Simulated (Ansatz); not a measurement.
Two G0W0 runs on SiSO (1T monolayer (Janus)).

The cell holds 3 atoms: 1 Si, 1 O and 1 S. Its edges and angles: a = 2.982 Å, b = 2.982 Å, c = 27.700 Å, α = 90.0°, β = 90.0°, γ = 120.0°. Vacuum lies along c.

```xyz
3
Lattice="2.9816 0.0000 0.0000 -1.4908 2.5822 0.0000 0.0000 0.0000 27.7000" Properties=species:S:1:pos:R:3
Si    0.0000    0.0000   14.1028
O     0.0000    1.7214   14.9692
S     1.4908    0.8607   12.7308
```

The structure was relaxed with PBEsol. The runs that relaxed it are not among those shown.

The first (Ansatz 0.2.0; start PBEsol, 6×6×1 mesh, 67 empty bands, screening to 27 eV, PAW set soft_1 files; 4 threads of Arm Neoverse V1, shared host) gave, on its mesh: starting gap 1.18 eV, G0W0 gap 2.71 eV, mean of 1 + 4πα/V (set by the cell height) 1.85, 8 s.

Q: The second changes empty bands from 67 to 759 and screening cutoff (eV) from 27.0 to 135.0. What does it give?

It gave: starting gap 1.18 eV, G0W0 gap 3.23 eV, mean of 1 + 4πα/V (set by the cell height) 1.82, 8 min. The G0W0 gap moves by +0.52 eV, +0.00 eV from the start and +0.52 eV from the correction. Σc changes by −0.87 eV at the valence top and −0.35 eV at the conduction bottom, and Σx − Vxc between them by +0.00 eV.

Limits: not at the basis limit; coarse mesh for a sheet.

[Paths, hosts, dates, memory and timing lines, banners, echoed tables and standing remarks are left out of the program output.]

[Logs are printed without paths, hosts, clocks, repeated set-up lines and the standing remarks that a program may print on its own settings, such as how far it seeks lower states.]

[Runs of the session that timed out or met a known fault of the program may be left out.]

[Cells called generated may have been cut or substituted from an entry of the Crystallography Open Database or the Materials Project.]

[Hosts, paths, dates, database ids (printed as entryN), source tags and the programs' standing remarks are cut or masked in the printed files.]
